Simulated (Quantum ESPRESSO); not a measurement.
# MnS: cost and accuracy of cutoff, mesh and threshold together, part 2 of 2

Aim: see how far moments and order energies of MnS move with cutoff, mesh and threshold together, and what each rung costs.

Quantum ESPRESSO 7.5; PBEsol with U = 4 eV on Mn d (ortho-atomic projectors); plane waves with GBRV 1.5 PBEsol potentials, no spin-orbit coupling (settings of the first rung).

So far, largest spin moment in the atom's sphere (μB): step 2 (rung 1, start ferro +) 4.50; step 3 (rung 1, start antiferro q=(0,1/2,1/2) +-) 4.47; step 4 (rung 2, start ferro +) 4.49; step 5 (rung 2, start antiferro q=(0,1/2,1/2) +-) 4.47.

The database entry behind the starting cell differs from later determinations by our own check (an axis about 0.2 % short against later determinations), so it need not match the best structure at ambient conditions.

## Step 6: Rung 3, start ferro +

Input file pw.in:

```
&CONTROL
  calculation = 'scf'
  prefix = 'pwscf'
  outdir = './tmp'
  pseudo_dir = './pseudo'
  disk_io = 'nowf'
  tprnfor = .true.
  tstress = .true.
/
&SYSTEM
  ibrav = 0
  celldm(1) = 8
  nat = 2
  ntyp = 2
  ecutwfc = 40
  ecutrho = 280
  nbnd = 19
  occupations = 'smearing'
  smearing = 'fd'
  degauss = 0.00367493
  nspin = 2
  starting_magnetization(1) = 0.3
  starting_magnetization(2) = 0
/
&ELECTRONS
  conv_thr = 4d-09
  electron_maxstep = 150
  mixing_beta = 0.3
/
ATOMIC_SPECIES
Mn     54.9380 mn_pbesol_v1.5.uspp.F.UPF
S      32.0600 s_pbesol_v1.4.uspp.F.UPF
CELL_PARAMETERS alat
   0.0000000000000    0.6152239614485    0.6152239614485
   0.6152239614485    0.0000000000000    0.6152239614485
   0.6152239614485    0.6152239614485    0.0000000000000
ATOMIC_POSITIONS crystal
Mn      0.0000000000    0.0000000000    0.0000000000
S       0.5000000000    0.5000000000    0.5000000000
K_POINTS automatic
8 8 8 0 0 0
HUBBARD {ortho-atomic}
U Mn-3d 4.0000
```

Launch:

```
$ OMP_NUM_THREADS=1 mpirun -n 2 pw.x -nk 2 -in pw.in > pw.out
```

The log of the run:

```text
     [... lines left out ...]
Program PWSCF v.7.5 starts
     [... lines left out ...]
     number of atoms/cell      =            2
     [... lines left out ...]
     number of electrons       =        21.00
     number of Kohn-Sham states=           19
     kinetic-energy cutoff     =      40.0000  Ry
     charge density cutoff     =     280.0000  Ry
     scf convergence threshold =      4.0E-09
     [... lines left out ...]
     48 Sym. Ops., with inversion, found
     [... lines left out ...]
     number of k points=    29  Fermi-Dirac smearing, width (Ry)=  0.0037
     [... lines left out ...]
     iteration # 10     ecut=    40.00 Ry     beta= 0.30
     [... lines left out ...]
     Magnetic moment per site  (integrated on atomic sphere of radius R)
     atom   1 (R=0.254)  charge= 13.1426  magn=  4.4984
     atom   2 (R=0.254)  charge=  4.6966  magn=  0.1130
     [... lines left out ...]
     Tr[ns(  1)] (up, down, total) =   4.97053  0.26465  5.23518
     [... lines left out ...]
     the Fermi energy is    10.4706 ev
!    total energy              =    -235.09555653 Ry
     estimated scf accuracy    <          1.2E-09 Ry
     smearing contrib. (-TS)   =      -0.00000040 Ry
     [... lines left out ...]
     total magnetization       =     5.00 Bohr mag/cell
     absolute magnetization    =     5.00 Bohr mag/cell
     convergence has been achieved in  10 iterations
     [... lines left out ...]
     Total force =     0.000000     Total SCF correction =     0.000000
     [... lines left out ...]
          total   stress  (Ry/bohr**3)                   (kbar)     P=       11.02
     [... lines left out ...]
```

The job ended after 15 s (2 MPI ranks of Arm Neoverse V1, shared host; peak memory 0.2 GiB; 30 s of CPU time).

Numbers from this step:

| Property | Result |
| --- | --- |
| magnetization | 5 μB |
| final state | ferromagnetic |
| largest moment | 4.498 μB |

## Step 7: Rung 3, start antiferro q=(0,1/2,1/2) +-

Input file pw.in:

```
&CONTROL
  calculation = 'scf'
  prefix = 'pwscf'
  outdir = './tmp'
  pseudo_dir = './pseudo'
  disk_io = 'nowf'
  tprnfor = .true.
  tstress = .true.
/
&SYSTEM
  ibrav = 0
  celldm(1) = 8
  nat = 4
  ntyp = 3
  ecutwfc = 40
  ecutrho = 280
  nbnd = 30
  occupations = 'smearing'
  smearing = 'fd'
  degauss = 0.00367493
  nspin = 2
  starting_magnetization(1) = 0.3
  starting_magnetization(2) = -0.3
  starting_magnetization(3) = 0
/
&ELECTRONS
  conv_thr = 8d-09
  electron_maxstep = 150
  mixing_beta = 0.3
/
ATOMIC_SPECIES
Mn1    54.9380 mn_pbesol_v1.5.uspp.F.UPF
Mn2    54.9380 mn_pbesol_v1.5.uspp.F.UPF
S      32.0600 s_pbesol_v1.4.uspp.F.UPF
CELL_PARAMETERS alat
   0.0000000000000    0.6152239614485    0.6152239614485
   1.2304479228970    0.0000000000000    1.2304479228970
   1.2304479228970    0.6152239614485    0.6152239614485
ATOMIC_POSITIONS crystal
Mn1     0.0000000000    0.0000000000    0.0000000000
Mn2     0.0000000000    0.5000000000    0.0000000000
S       0.5000000000    0.0000000000    0.5000000000
S       0.5000000000    0.5000000000    0.5000000000
K_POINTS automatic
8 4 8 0 0 0
HUBBARD {ortho-atomic}
U Mn1-3d 4.0000
U Mn2-3d 4.0000
```

The log of the run:

```text
     [... lines left out ...]
Program PWSCF v.7.5 starts
     [... lines left out ...]
     number of atoms/cell      =            4
     [... lines left out ...]
     number of electrons       =        42.00
     number of Kohn-Sham states=           30
     kinetic-energy cutoff     =      40.0000  Ry
     charge density cutoff     =     280.0000  Ry
     scf convergence threshold =      8.0E-09
     [... lines left out ...]
     16 Sym. Ops., with inversion, found
     [... lines left out ...]
     number of k points=    39  Fermi-Dirac smearing, width (Ry)=  0.0037
     [... lines left out ...]
     iteration # 13     ecut=    40.00 Ry     beta= 0.30
     [... lines left out ...]
     Magnetic moment per site  (integrated on atomic sphere of radius R)
     atom   1 (R=0.254)  charge= 13.1412  magn=  4.4753
     atom   2 (R=0.254)  charge= 13.1412  magn= -4.4753
     atom   3 (R=0.254)  charge=  4.6950  magn= -0.0365
     atom   4 (R=0.254)  charge=  4.6951  magn=  0.0365
     [... lines left out ...]
     Tr[ns(  1)] (up, down, total) =   4.96662  0.27303  5.23965
     [... lines left out ...]
     Tr[ns(  2)] (up, down, total) =   0.27303  4.96662  5.23965
     [... lines left out ...]
     the Fermi energy is    10.4505 ev
!    total energy              =    -470.19368224 Ry
     estimated scf accuracy    <          8.6E-10 Ry
     smearing contrib. (-TS)   =      -0.00000051 Ry
     [... lines left out ...]
     total magnetization       =    -0.00 Bohr mag/cell
     absolute magnetization    =     9.71 Bohr mag/cell
     convergence has been achieved in  13 iterations
     [... lines left out ...]
     Total force =     0.000000     Total SCF correction =     0.000000
     [... lines left out ...]
          total   stress  (Ry/bohr**3)                   (kbar)     P=        4.54
     [... lines left out ...]
```

Wall time 2 min (2 MPI ranks); peak memory 0.39 GiB.

Read from the output:

```
magnetization  : 0 μB
final state    : antiferromagnetic
largest moment : 4.475 μB
```

## Step 8: Rung 4, start ferro +

Input file pw.in:

```
&CONTROL
  calculation = 'scf'
  prefix = 'pwscf'
  outdir = './tmp'
  pseudo_dir = './pseudo'
  disk_io = 'nowf'
  tprnfor = .true.
  tstress = .true.
/
&SYSTEM
  ibrav = 0
  celldm(1) = 8
  nat = 2
  ntyp = 2
  ecutwfc = 52
  ecutrho = 364
  nbnd = 19
  occupations = 'smearing'
  smearing = 'fd'
  degauss = 0.00367493
  nspin = 2
  starting_magnetization(1) = 0.3
  starting_magnetization(2) = 0
/
&ELECTRONS
  conv_thr = 2d-10
  electron_maxstep = 150
  mixing_beta = 0.3
/
ATOMIC_SPECIES
Mn     54.9380 mn_pbesol_v1.5.uspp.F.UPF
S      32.0600 s_pbesol_v1.4.uspp.F.UPF
CELL_PARAMETERS alat
   0.0000000000000    0.6152239614485    0.6152239614485
   0.6152239614485    0.0000000000000    0.6152239614485
   0.6152239614485    0.6152239614485    0.0000000000000
ATOMIC_POSITIONS crystal
Mn      0.0000000000    0.0000000000    0.0000000000
S       0.5000000000    0.5000000000    0.5000000000
K_POINTS automatic
10 10 10 0 0 0
HUBBARD {ortho-atomic}
U Mn-3d 4.0000
```

The log of the run:

```text
     [... lines left out ...]
Program PWSCF v.7.5 starts
     [... lines left out ...]
     number of atoms/cell      =            2
     [... lines left out ...]
     number of electrons       =        21.00
     number of Kohn-Sham states=           19
     kinetic-energy cutoff     =      52.0000  Ry
     charge density cutoff     =     364.0000  Ry
     scf convergence threshold =      2.0E-10
     [... lines left out ...]
     48 Sym. Ops., with inversion, found
     [... lines left out ...]
     number of k points=    47  Fermi-Dirac smearing, width (Ry)=  0.0037
     [... lines left out ...]
     iteration # 12     ecut=    52.00 Ry     beta= 0.30
     [... lines left out ...]
     Magnetic moment per site  (integrated on atomic sphere of radius R)
     atom   1 (R=0.254)  charge= 13.1426  magn=  4.4987
     atom   2 (R=0.254)  charge=  4.6960  magn=  0.1128
     [... lines left out ...]
     Tr[ns(  1)] (up, down, total) =   4.97057  0.26468  5.23525
     [... lines left out ...]
     the Fermi energy is    10.4808 ev
!    total energy              =    -235.09617969 Ry
     estimated scf accuracy    <          9.8E-12 Ry
     smearing contrib. (-TS)   =      -0.00000027 Ry
     [... lines left out ...]
     total magnetization       =     5.00 Bohr mag/cell
     absolute magnetization    =     5.00 Bohr mag/cell
     convergence has been achieved in  12 iterations
     [... lines left out ...]
     Total force =     0.000000     Total SCF correction =     0.000000
     [... lines left out ...]
          total   stress  (Ry/bohr**3)                   (kbar)     P=       10.55
     [... lines left out ...]
```

Run time: 30 s. Hardware: 2 MPI ranks; peak memory 0.26 GiB; 59 s of CPU time.

Numbers from this step:

```yaml
magnetization: 5 μB
final_state: ferromagnetic
largest_moment: 4.499 μB
```

## Step 9: Rung 4, start antiferro q=(0,1/2,1/2) +-

Input file pw.in:

```
&CONTROL
  calculation = 'scf'
  prefix = 'pwscf'
  outdir = './tmp'
  pseudo_dir = './pseudo'
  disk_io = 'nowf'
  tprnfor = .true.
  tstress = .true.
/
&SYSTEM
  ibrav = 0
  celldm(1) = 8
  nat = 4
  ntyp = 3
  ecutwfc = 52
  ecutrho = 364
  nbnd = 30
  occupations = 'smearing'
  smearing = 'fd'
  degauss = 0.00367493
  nspin = 2
  starting_magnetization(1) = 0.3
  starting_magnetization(2) = -0.3
  starting_magnetization(3) = 0
/
&ELECTRONS
  conv_thr = 4d-10
  electron_maxstep = 150
  mixing_beta = 0.3
/
ATOMIC_SPECIES
Mn1    54.9380 mn_pbesol_v1.5.uspp.F.UPF
Mn2    54.9380 mn_pbesol_v1.5.uspp.F.UPF
S      32.0600 s_pbesol_v1.4.uspp.F.UPF
CELL_PARAMETERS alat
   0.0000000000000    0.6152239614485    0.6152239614485
   1.2304479228970    0.0000000000000    1.2304479228970
   1.2304479228970    0.6152239614485    0.6152239614485
ATOMIC_POSITIONS crystal
Mn1     0.0000000000    0.0000000000    0.0000000000
Mn2     0.0000000000    0.5000000000    0.0000000000
S       0.5000000000    0.0000000000    0.5000000000
S       0.5000000000    0.5000000000    0.5000000000
K_POINTS automatic
10 5 10 0 0 0
HUBBARD {ortho-atomic}
U Mn1-3d 4.0000
U Mn2-3d 4.0000
```

The log of the run:

```text
     [... lines left out ...]
Program PWSCF v.7.5 starts
     [... lines left out ...]
     number of atoms/cell      =            4
     [... lines left out ...]
     number of electrons       =        42.00
     number of Kohn-Sham states=           30
     kinetic-energy cutoff     =      52.0000  Ry
     charge density cutoff     =     364.0000  Ry
     scf convergence threshold =      4.0E-10
     [... lines left out ...]
     16 Sym. Ops., with inversion, found
     [... lines left out ...]
     number of k points=    63  Fermi-Dirac smearing, width (Ry)=  0.0037
     [... lines left out ...]
     iteration # 13     ecut=    52.00 Ry     beta= 0.30
     [... lines left out ...]
     Magnetic moment per site  (integrated on atomic sphere of radius R)
     atom   1 (R=0.254)  charge= 13.1415  magn=  4.4756
     atom   2 (R=0.254)  charge= 13.1415  magn= -4.4756
     atom   3 (R=0.254)  charge=  4.6950  magn= -0.0364
     atom   4 (R=0.254)  charge=  4.6950  magn=  0.0364
     [... lines left out ...]
     Tr[ns(  1)] (up, down, total) =   4.96667  0.27305  5.23971
     [... lines left out ...]
     Tr[ns(  2)] (up, down, total) =   0.27305  4.96667  5.23971
     [... lines left out ...]
     the Fermi energy is    10.4554 ev
!    total energy              =    -470.19491633 Ry
     estimated scf accuracy    <          1.1E-10 Ry
     smearing contrib. (-TS)   =      -0.00000029 Ry
     [... lines left out ...]
     total magnetization       =    -0.00 Bohr mag/cell
     absolute magnetization    =     9.71 Bohr mag/cell
     convergence has been achieved in  13 iterations
     [... lines left out ...]
     Total force =     0.000000     Total SCF correction =     0.000000
     [... lines left out ...]
          total   stress  (Ry/bohr**3)                   (kbar)     P=        4.35
     [... lines left out ...]
```

Run time: 4.4 min. Hardware: 2 MPI ranks; peak memory 0.62 GiB; 8.9 min of CPU time.

Numbers from this step:

| Item | Value |
| --- | --- |
| magnetization | 0 μB |
| final state | antiferromagnetic |
| largest moment | 4.476 μB |

## Step 10: An input with a fault

As a test, an input with a fault in it is run.

Input file pw.in:

```
&CONTROL
  calculation = 'scf'
  prefix = 'pwscf'
  outdir = './tmp'
  pseudo_dir = './pseudo'
  disk_io = 'nowf'
  tprnfor = .true.
  tstress = .true.
/
&SYSTEM
  ibrav = 0
  nat = 2
  ntyp = 2
  ecutwfc = 40
  ecutrho = 280
  nbnd = 19
  occupations = 'smearing'
  smearing = 'fd'
  degauss = 0.00367493
  nspin = 2
  starting_magnetization(1) = 0.3
  starting_magnetization(2) = 0
/
&ELECTRONS
  conv_thr = 4d-09
  electron_maxstep = 50
  mixing_beta = 1.5
  mixing_ndim = 1
/
ATOMIC_SPECIES
Mn     54.9380 mn_pbesol_v1.5.uspp.F.UPF
S      32.0600 s_pbesol_v1.4.uspp.F.UPF
CELL_PARAMETERS angstrom
   0.0000000000    2.6045000000    2.6045000000
   2.6045000000    0.0000000000    2.6045000000
   2.6045000000    2.6045000000    0.0000000000
ATOMIC_POSITIONS crystal
Mn      0.0000000000    0.0000000000    0.0000000000
S       0.5000000000    0.5000000000    0.5000000000
K_POINTS automatic
10 10 10 0 0 0
HUBBARD {ortho-atomic}
U Mn-3d 4.0000
```

The log of the run:

```text
     [... lines left out ...]
Program PWSCF v.7.5 starts
     [... lines left out ...]
     number of atoms/cell      =            2
     [... lines left out ...]
     number of electrons       =        21.00
     number of Kohn-Sham states=           19
     kinetic-energy cutoff     =      40.0000  Ry
     charge density cutoff     =     280.0000  Ry
     scf convergence threshold =      4.0E-09
     [... lines left out ...]
     48 Sym. Ops., with inversion, found
     [... lines left out ...]
     number of k points=    47  Fermi-Dirac smearing, width (Ry)=  0.0037
     [... lines left out ...]
     iteration # 50     ecut=    40.00 Ry     beta= 1.50
     [... lines left out ...]
     estimated scf accuracy    <     359.37553012 Ry
     total magnetization       =     1.00 Bohr mag/cell
     absolute magnetization    =     1.00 Bohr mag/cell
     [... lines left out ...]
     convergence NOT achieved after  50 iterations: stopping
[key lines of the parts left out:]
total energy              =    -233.09789287 Ry
```

Run time: 3.9 min. Hardware: 2 MPI ranks; peak memory 0.21 GiB.

Residual by cycle:

cycle, log10 residual and a bar from the least value:
```
        1        0.8 ###
        5        1.7 ###########
       10        0.4 
       14        2.3 #################
       19        3.5 ############################
       23        3.6 #############################
       28        3.6 #############################
       32        3.6 #############################
       37        3.6 ##############################
       41        3.7 ##############################
       46        3.6 #############################
       50        3.7 ##############################
```

No converged result was reached; the numbers in the log don't describe the system.

After 50 cycles the residual stands at 4890, against 2480 at cycle 26 and a least value of 0.74. The cap of 50 cycles in the input ended the loop.

The fault put into the input: mixing far too strong.

## Step 11: Side by side

Ladder, by row:

```
rung  cutoff (eV)      mesh  state from the first start  state from the second start  second less first (meV a seeded atom)  moment, first (μB)  moment, second (μB)  CPU time (s)
   1          299     4x4x4               ferromagnetic            antiferromagnetic                                 -12.43               4.495                4.472         30.32
   2          408     4x4x4               ferromagnetic            antiferromagnetic                                 -15.02               4.494                4.471          43.1
   3          544     8x8x8               ferromagnetic            antiferromagnetic                                 -17.48               4.498                4.475         274.7
   4          707  10x10x10               ferromagnetic            antiferromagnetic                                 -17.39               4.499                4.476         592.4
```

## Step 12: Outcome

```
range of the largest moment, first start             : 4.49 to 4.50 μB; second start 4.47 to 4.48 μB
range of CPU time                                    : 30 s to 9.9 min
range of the energy difference                       : -17.5 to -12.4 meV a seeded atom
first rung that agrees with the last (margins below) : 3
```

**Reading.** From rung 3 on the states are those of the last rung, the moments stay within 0.05 μB of it and the difference within 1 meV; rung 3 took 46 % of its CPU time.

[Logs and program files are shortened in this print: banners, set-up blocks, solver, clock and traceback lines can be left out without a mark of their own.]

[Logs are printed without paths, hosts, clocks, repeated set-up lines and the standing remarks that a program may print on its own settings, such as how far it seeks lower states.]

[Hosts, paths, dates, database ids (printed as entryN), source tags and the programs' standing remarks are cut or masked in the printed files.]

[Where a cell is said to come from a database of computed structures, the database is the Materials Project.]
